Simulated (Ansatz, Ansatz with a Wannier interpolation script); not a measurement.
# CaMoO4 (I4_1/a): quasiparticle bands by Wannier interpolation, part 2 of 2

Wanted: quasiparticle gap and band widths of CaMoO4 (I4_1/a) over the whole zone.

Ansatz 0.2.0; LDA, Wannier functions and G0W0, plane waves, PAW. Known limits of the many-body steps: not at the basis limit; no spin-orbit coupling.

So far. Step 3 (Wannier functions (Mo:4d O:2p) on 8×8×8): Near the gap the model misses directly solved bands by 0.3 meV r.m.s. and by 8 meV at most in the window tested. This tests the starting bands, not the corrections carried with them. Step 4 (G0W0 at every point of the mesh: 4×4×4 mesh, 650 empty …): The gap on the mesh goes from 3.41 eV to 5.52 eV, a correction of +2.11 eV.

## Step 5: Interpolating the corrections

A script adds the corrections, carried to the Wannier functions and back, to the LDA levels, along the path and on a 13×13×13 mesh.

```
G0W0 gap over the zone     : 5.520 eV
valence top at             : Γ
conduction bottom at       : Γ
starting gap over the zone : 3.413 eV
least direct G0W0 gap      : 5.520 eV
G0W0 gap on the mesh       : 5.520 eV
valence width, start       : 4.765 eV
valence width, G0W0        : 4.753 eV
gap by a rigid shift       : 5.520 eV
```

Levels solved directly plus the interpolated quasiparticle correction. Limits: finite bands, cutoff and mesh; no spin-orbit coupling. Quasiparticle bands along the path, in eV, zero at the valence-band top of each set:

```
     point  band 45  band 46  band 47  band 48  band 49  band 50  band 51  band 52
         Γ    -0.73    -0.34     0.00     0.00     5.52     5.97     6.34     6.38
   halfway    -0.57    -0.49    -0.47    -0.19     5.76     6.16     6.19     6.50
         X    -0.61    -0.61    -0.49    -0.49     5.89     5.89     6.42     6.42
   halfway    -0.60    -0.60    -0.50    -0.50     5.89     5.89     6.42     6.42
         P    -0.59    -0.59    -0.53    -0.53     5.89     5.89     6.43     6.43
   halfway    -0.70    -0.62    -0.41    -0.30     5.88     6.05     6.26     6.42
         N    -0.66    -0.60    -0.35    -0.28     5.93     6.12     6.18     6.37
   halfway    -0.77    -0.37    -0.20    -0.16     5.70     6.06     6.24     6.40
         Γ    -0.73    -0.34     0.00     0.00     5.52     5.97     6.34     6.38
   halfway    -0.70    -0.23    -0.04    -0.04     5.58     5.90     6.18     6.22
         M    -0.46    -0.46    -0.07    -0.07     5.75     5.75     6.05     6.05
   halfway    -0.51    -0.44    -0.20    -0.07     5.84     5.87     6.07     6.11
         S    -0.64    -0.50    -0.33    -0.14     5.97     6.02     6.19     6.24
jump to S0    -0.64    -0.50    -0.33    -0.14     5.97     6.02     6.19     6.24
   halfway    -0.56    -0.49    -0.26    -0.23     5.74     6.11     6.25     6.44
         Γ    -0.73    -0.34     0.00     0.00     5.52     5.97     6.34     6.38
 jump to X    -0.61    -0.61    -0.49    -0.49     5.89     5.89     6.42     6.42
   halfway    -0.67    -0.58    -0.48    -0.43     5.86     5.93     6.40     6.42
         R    -0.69    -0.57    -0.43    -0.36     5.86     5.99     6.35     6.38
 jump to G    -0.69    -0.57    -0.43    -0.36     5.86     5.99     6.35     6.38
   halfway    -0.47    -0.40    -0.21    -0.17     5.87     5.97     6.11     6.16
         M    -0.46    -0.46    -0.07    -0.07     5.75     5.75     6.05     6.05
```

The same for LDA:

```
point  band 45  band 46  band 47  band 48  band 49  band 50  band 51  band 52
    Γ    -0.69    -0.33     0.00     0.00     3.41     3.84     4.18     4.22
    X    -0.57    -0.57    -0.46    -0.46     3.73     3.73     4.27     4.27
    P    -0.55    -0.55    -0.49    -0.49     3.73     3.73     4.27     4.27
    N    -0.62    -0.56    -0.33    -0.27     3.80     3.96     4.03     4.23
    Γ    -0.69    -0.33     0.00     0.00     3.41     3.84     4.18     4.22
    M    -0.44    -0.44    -0.07    -0.07     3.63     3.63     3.91     3.91
    S    -0.60    -0.47    -0.32    -0.14     3.83     3.87     4.04     4.11
   S0    -0.60    -0.47    -0.32    -0.14     3.83     3.87     4.04     4.11
    Γ    -0.69    -0.33     0.00     0.00     3.41     3.84     4.18     4.22
    X    -0.57    -0.57    -0.46    -0.46     3.73     3.73     4.27     4.27
    R    -0.64    -0.53    -0.41    -0.34     3.70     3.83     4.19     4.23
    G    -0.64    -0.53    -0.41    -0.34     3.70     3.83     4.19     4.23
    M    -0.44    -0.44    -0.07    -0.07     3.63     3.63     3.91     3.91
```

Corrections by starting level (eV, on the run's own energy scale, so only their differences matter):

```
start  correction
-4.73       −0.55
-4.37       −0.54
-4.03       −0.54
-3.51       −0.61
-3.22       −0.61
-2.54       −0.68
-2.00       −0.71
-1.70       −0.69
-1.27       −0.66
-0.96       −0.64
-0.53       −0.61
-0.24       −0.58
-0.10       −0.57
 3.41       +1.53
 3.77       +1.58
 4.25       +1.58
 5.58       +1.61
 6.02       +1.63
```

## Step 6: LDA+SOC bands, for comparison

The many-body steps leave out spin-orbit coupling, so its effect is taken from a two-component run, with twice the bands.

This step: DFT, LDA with spin-orbit coupling, plane waves, PAW.

Contents of input.yaml:

```yaml
crystal:
  lattice:
    - [-2.6118, 2.6118, 5.71425]
    - [2.6118, -2.6118, 5.71425]
    - [2.6118, 2.6118, -5.71425]
  atoms:
    - { symbol: Ca, position: [0.75, 0.25, 0.5] }
    - { symbol: Ca, position: [0.0, 0.0, 0.0] }
    - { symbol: Mo, position: [0.25, 0.75, 0.5] }
    - { symbol: Mo, position: [0.5, 0.5, 0.0] }
    - { symbol: O, position: [0.57776, 0.98246, 0.89142] }
    - { symbol: O, position: [0.73246, 0.34104, 0.9047] }
    - { symbol: O, position: [0.09104, 0.68634, 0.10858] }
    - { symbol: O, position: [0.43634, 0.82776, 0.0953] }
    - { symbol: O, position: [0.17224, 0.26754, 0.60858] }
    - { symbol: O, position: [0.01754, 0.90896, 0.5953] }
    - { symbol: O, position: [0.65896, 0.56366, 0.39142] }
    - { symbol: O, position: [0.31366, 0.42224, 0.4047] }
kpoints:
  mp_grid: { grid: [4, 4, 4] }
  band_path:
    path:
      - [[0.0, 0.0, 0.0], [0.0, 0.0, 0.5], [0.25, 0.25, 0.25], [0.0, 0.5, 0.0], [0.0, 0.0, 0.0], [0.5, 0.5, -0.5], [0.30222776, 0.69777224, -0.30222776]]
      - [[-0.30222776, 0.30222776, 0.30222776], [0.0, 0.0, 0.0]]
      - [[0.0, 0.0, 0.5], [-0.10445551, 0.10445551, 0.5]]
      - [[0.5, 0.5, -0.10445551], [0.5, 0.5, -0.5]]
    npoints: 10
hamiltonian:
  xc: lda
scf:
  occupations: { method: fermi_dirac, width: 0.02 }
  n_extra_bands: 16
magnetization:
  noncollinear: true
  spin_orbit: true
output:
  eigenvalues: true
```

Command:

```
> ansatz run input.yaml --threads 3 --pin off --max-ram 92160MiB --backend cuda --events-out ev --progress --plain --runs-dir out --devices 1 --max-vram 13GiB  # rebuilt from the run's record
```

It took 18 s on 1 × NVIDIA H100 80GB HBM3 (shared by 6 runs) with 3 threads of AMD EPYC 7R13 (Zen 3), shared host; peak memory 2.1 GiB.

This step gave:

* filled bands: 96
* gap: 3.406 eV
* valence top at: k = Γ
* conduction bottom at: k = Γ
* least direct gap: 3.406 eV

The gap stands −0.01 eV against LDA.

## Step 7: HSE06 bands, for comparison

This step: DFT, HSE06, plane waves, PAW.

Edit input.yaml of step 6 so:

```diff
@@ -28,10 +28,11 @@
 hamiltonian:
-  xc: lda
+  xc: hse06
 scf:
-  occupations: { method: fermi_dirac, width: 0.02 }
-  n_extra_bands: 16
-magnetization:
-  noncollinear: true
-  spin_orbit: true
+  occupations: { method: fixed }
+  n_extra_bands: 8
 output:
   eigenvalues: true
+  write_density: true
+  write_potential: true
+  elf: true
+  volumetric_format: npy
```

The job ended after 4.5 min (1 × NVIDIA H100 80GB HBM3 (shared by 6 runs) with 3 threads; peak memory 1.9 GiB; 12 min of CPU time).

This step gave:

```yaml
filled_bands: 48
gap: 4.931 eV
valence_top_at: Γ
conduction_bottom_at: Γ
least_direct_gap: 4.931 eV
```

The gap stands +1.52 eV against LDA.

Electronic bands along the path, in eV, zero at the top of the highest nominally filled band:

```
     point  band 45  band 46  band 47  band 48  band 49  band 50  band 51  band 52
         Γ    -0.71    -0.33     0.00     0.00     4.93     5.35     5.69     5.75
   halfway    -0.55    -0.47    -0.46    -0.18     5.14     5.53     5.55     5.85
         X    -0.61    -0.61    -0.46    -0.46     5.25     5.25     5.78     5.78
   halfway    -0.60    -0.60    -0.48    -0.48     5.25     5.25     5.78     5.78
         P    -0.59    -0.59    -0.50    -0.50     5.25     5.25     5.78     5.78
   halfway    -0.68    -0.60    -0.40    -0.29     5.25     5.41     5.62     5.78
         N    -0.64    -0.57    -0.34    -0.27     5.31     5.48     5.55     5.74
   halfway    -0.75    -0.36    -0.19    -0.16     5.10     5.43     5.61     5.76
         Γ    -0.71    -0.33     0.00     0.00     4.93     5.35     5.69     5.75
   halfway    -0.68    -0.23    -0.04    -0.04     4.99     5.29     5.56     5.58
         M    -0.45    -0.45    -0.07    -0.07     5.17     5.17     5.42     5.42
   halfway    -0.47    -0.42    -0.19    -0.07     5.24     5.27     5.45     5.48
         S    -0.60    -0.49    -0.32    -0.14     5.34     5.40     5.55     5.62
jump to S0    -0.60    -0.49    -0.32    -0.14     5.34     5.40     5.55     5.62
   halfway    -0.54    -0.47    -0.25    -0.23     5.14     5.48     5.62     5.80
         Γ    -0.71    -0.33     0.00     0.00     4.93     5.35     5.69     5.75
 jump to X    -0.61    -0.61    -0.46    -0.46     5.25     5.25     5.78     5.78
   halfway    -0.66    -0.58    -0.45    -0.42     5.23     5.30     5.76     5.77
         R    -0.68    -0.56    -0.41    -0.34     5.22     5.35     5.71     5.74
 jump to G    -0.68    -0.56    -0.41    -0.34     5.22     5.35     5.71     5.74
   halfway    -0.45    -0.39    -0.20    -0.17     5.24     5.36     5.48     5.52
         M    -0.45    -0.45    -0.07    -0.07     5.17     5.17     5.42     5.42
```

## Step 8: Outcome

* LDA gap: 3.41 eV
* G0W0 gap over the zone: 5.52 eV, direct
* least direct G0W0 gap, in the model: 5.52 eV
* with the spin-orbit change: 5.51 eV
* GW settings: 4×4×4 mesh, 650 empty bands, screening to 150 eV
* known limits: not at the basis limit; no spin-orbit coupling

**Reading.** The Wannier model follows the LDA bands to under 1 meV r.m.s. near the gap. The G0W0 gap over the zone is 5.52 eV, direct, from Γ to Γ; on the mesh alone it is 5.52 eV, nearly the same. The valence width in the model goes from 4.76 eV to 4.75 eV. LDA+SOC gives a gap of 3.41 eV on the same path, a spin-orbit change of −0.01 eV that would bring the G0W0 gap to 5.51 eV. HSE06 gives a gap of 4.93 eV on the same path. Against experiment, by G0W0@LDA with the spin-orbit change: the direct gap of 5.51 eV lies +1.01 eV from the measured 4.5 ± 0.05 eV (direct, 2017). An exciton line or allowed optical edge lies below the quasiparticle gap by the binding energy; a forbidden edge can push the onset above it. The calculation has static nuclei and no excitons; a measured gap holds zero-point and thermal motion, which mostly lowers it. A miss this large is more than these effects usually give: tightly bound excitons can cover part of it, absorption edges can read low, one-shot GW can overshoot, and the runs shown don't tell these apart. Bands and cutoff are finite, so the gap is not at the basis limit. The miss can reach some tenths of an eV and take either sign; the mesh is an error of its own. Above the frozen window of the model the interpolated levels need not meet the computed ones, even at points of the mesh.

[Paths, hosts, dates, memory and timing lines, banners, echoed tables and standing remarks are left out of the program output.]

[Logs are printed without paths, hosts, clocks, repeated set-up lines and the standing remarks that a program may print on its own settings, such as how far it seeks lower states.]

[Runs of the session that timed out or met a known fault of the program may be left out.]

[Hosts, paths, dates, database ids (printed as entryN), source tags and the programs' standing remarks are cut or masked in the printed files.]
